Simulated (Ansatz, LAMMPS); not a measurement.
# Squeezing and shearing glassy 61Al2O3-39P2O5 (mol %) (104 atoms): runs compared

How stiff is glassy 61Al2O3-39P2O5 (mol %) (104 atoms), and how do its levels respond to strain?

Computed with Ansatz 0.2.0: Kohn-Sham DFT, r2SCAN, PAW (set soft_2), plane waves.

## Step 1: The cell as built

The cell holds 104 atoms: 22 Al, 14 P and 68 O. Its edges and angles: a = 10.807 Å, b = 10.807 Å, c = 10.807 Å, α = 90.0°, β = 90.0°, γ = 90.0°. 104 atoms (22 Al, 14 P, 68 O) placed at random at 2.66 g/cm³, melted at 4000 K for 10 ps at fixed volume with the Morse and Coulomb pair potential with partial charges (Pedone, Malavasi, Menziani, Cormack and Segre, J. Phys. Chem. B 110, 11780 (2006)). Quenched from 4000 K to 300 K at 50 K/ps and fixed volume, held 10 ps at zero pressure.

Limits known from the start: The quench rate of 50 K/ps is orders of magnitude faster than experiment, which tends to freeze in extra defects. The starting topology of bonds comes from the classical model, and needn't be the one that DFT or experiment would give. The Brillouin zone is sampled at Γ only.

## Step 2: The reference run

The reference is a single point at the end of the relaxation.

Every strained cell starts from the geometry of this run, and its atoms are relaxed with the cell held.

Its input, with most atom lines left out:

```yaml
crystal:
  lattice:
    - [10.57255, -0.13284, 0.18854]
    - [-0.13284, 10.70846, -0.04876]
    - [0.18854, -0.04876, 10.9119]
  atoms:
    - { symbol: Al, position: [0.1725, 0.13005, 0.23681] }
    - { symbol: Al, position: [0.88595, 0.98827, 0.8909] }
    - { symbol: Al, position: [0.55939, 0.46907, 0.00326] }
    - { symbol: Al, position: [0.96681, 0.80098, 0.11173] }
    - { symbol: Al, position: [0.38934, 0.90751, 0.85185] }
    - { symbol: Al, position: [0.44612, 0.17813, 0.83263] }
    - { symbol: Al, position: [0.44294, 0.83637, 0.44474] }
    [... atom lines 8 to 104 left out ...]
kpoints:
  mp_grid: { grid: [1, 1, 1] }
hamiltonian:
  xc: r2scan
scf:
  occupations: { method: fermi_dirac, width: 0.05 }
output:
  forces: true
  stress: true
  populations: intrinsic
  dos:
    method: { smearing: { sigma: 0.1 } }
    de: 0.1
    projected: { site_lists: { Al: [Al], O: [O], P: [P] } }
  eigenvalues: true
  write_density: true
  write_potential: true
  volumetric_format: npy
  elf: true
```

- free energy per atom: -589.3566 eV/atom
- r.m.s. force component: 0.00528 eV/Å
- pressure: -0.003107 GPa

Filled and empty levels are parted by 4.63 eV (at Γ alone); a semilocal functional tends to put such gaps too low. In a disordered cell it changes from sample to sample, and tail or defect levels can set it.

## Step 3: The runs

Each row is one run, on 4 threads of AMD EPYC 9R45, shared host. The free energy is the program's total, comparable only between runs with the same functional, potentials and atoms.

```
                                 run  atoms    outcome  ionic steps, all passes  free energy (eV)     time  host memory (GiB)
           Single point at the start    104  converged                        -        -61284.397     12 s                3.4
              Cell and atoms relaxed    104  converged                       12        -61293.092  2.2 min                3.3
Single point at the relaxed geometry    104  converged                        -        -61293.092     17 s                3.3
                         Volume -3 %    104  converged                       11        -61292.884  2.1 min                3.3
                         Volume +3 %    104  converged                       13        -61292.856  2.6 min                3.4
                         Volume -6 %    104  converged                       12        -61292.077  2.4 min                3.3
                         Volume +6 %    104  converged                        7        -61292.200     97 s                3.6
                        Volume -10 %    104  converged                       18        -61290.072  3.3 min                3.2
            Stretched by 1 % along x    104  converged                        5        -61293.036     65 s                3.3
           Compressed by 1 % along x    104  converged                        7        -61293.047     90 s                3.3
                Sheared by 2 % in xy    104  converged                        8        -61293.034     97 s                3.3
```

In some runs the program notes that the SCF threshold is loose for the stress.

## Step 4: Pressure against volume

Atoms are relaxed at each volume, in the scaled cell.

```csv
volume change (%),volume (Å³/atom),energy change (meV/atom),pressure (GPa),largest move on relaxing (Å),bonds,gap (eV)
-10,10.686,29.04,8.04,0.75,158,4.92
-6,11.161,9.76,4.85,0.49,156,4.79
-3,11.517,1.99,2.17,0.45,156,4.65
+0,11.873,0.00,0.00,-,151,4.63
+3,12.229,2.27,-1.86,0.36,150,4.43
+6,12.585,8.57,-3.80,0.46,150,4.22
```

## Step 5: Uniaxial strain and shear

Stress (GPa, compression positive) less that of the relaxed cell, atoms relaxed:

```csv
strain,xx,yy,zz,xy,energy change (meV/atom)
stretched by 1 % along x,-1.447,-0.605,-0.544,0.044,0.53
compressed by 1 % along x,1.287,0.564,0.546,-0.002,0.43
sheared by 2 % in xy,0.061,0.073,-0.045,-0.743,0.56
```

## Step 6: What came out

The bulk modulus, from the slope of pressure against ln V over the three points nearest the relaxed volume, is 67.3 GPa; between neighbouring points the slope runs 74, 85, 71, 63 and 67 GPa from the smallest volume up, without a steady fall, so no pressure derivative is given. The count of bonds runs from 150 to 158 over the series, so at some points contacts cross the cutoffs. At -10 % some atom moved by over 0.5 Å on relaxing, so that point may sit in another local minimum. The gap goes from 4.92 eV at the smallest volume to 4.22 eV at the largest, -4.1 eV per unit of ln V by a straight line, on the run's k-points. In the Cartesian axes of the cell, finite differences give C11 = 137, C12 = 58.5, C13 = 54.5 and C66 = 37.2 GPa (the shear of 2 % is the engineering strain, εxy = 0.01). The mean of C11, C12 and C13, which equals the bulk modulus in a cubic or isotropic solid, is 83.2 GPa: it lies 24 % over the bulk modulus from the volumes. For an isotropic solid C66 would equal (C11 − C12)/2 = 39.1 GPa; so small a sample needn't be isotropic, and C66 rests on one shear. With the bulk modulus and C66 as K and G, Young's modulus would be about 94 GPa and Poisson's ratio 0.27.

**Limits.** Strains are finite and relaxations stop at the force tolerance of the input, which can leave moduli too stiff; they are those of a static cell at zero temperature. Volumes are changed with the cell's shape held, so in an anisotropic solid the modulus lies over the one under free hydrostatic load. The program notes that the SCF threshold of the relaxations is loose for the stress.

The DFT runs together took 19 min of wall time.

[Logs are printed without paths, hosts, clocks, repeated set-up lines and the standing remarks that a program may print on its own settings, such as how far it seeks lower states.]

[Hosts, paths, dates, database ids (printed as entryN), source tags and the programs' standing remarks are cut or masked in the printed files.]
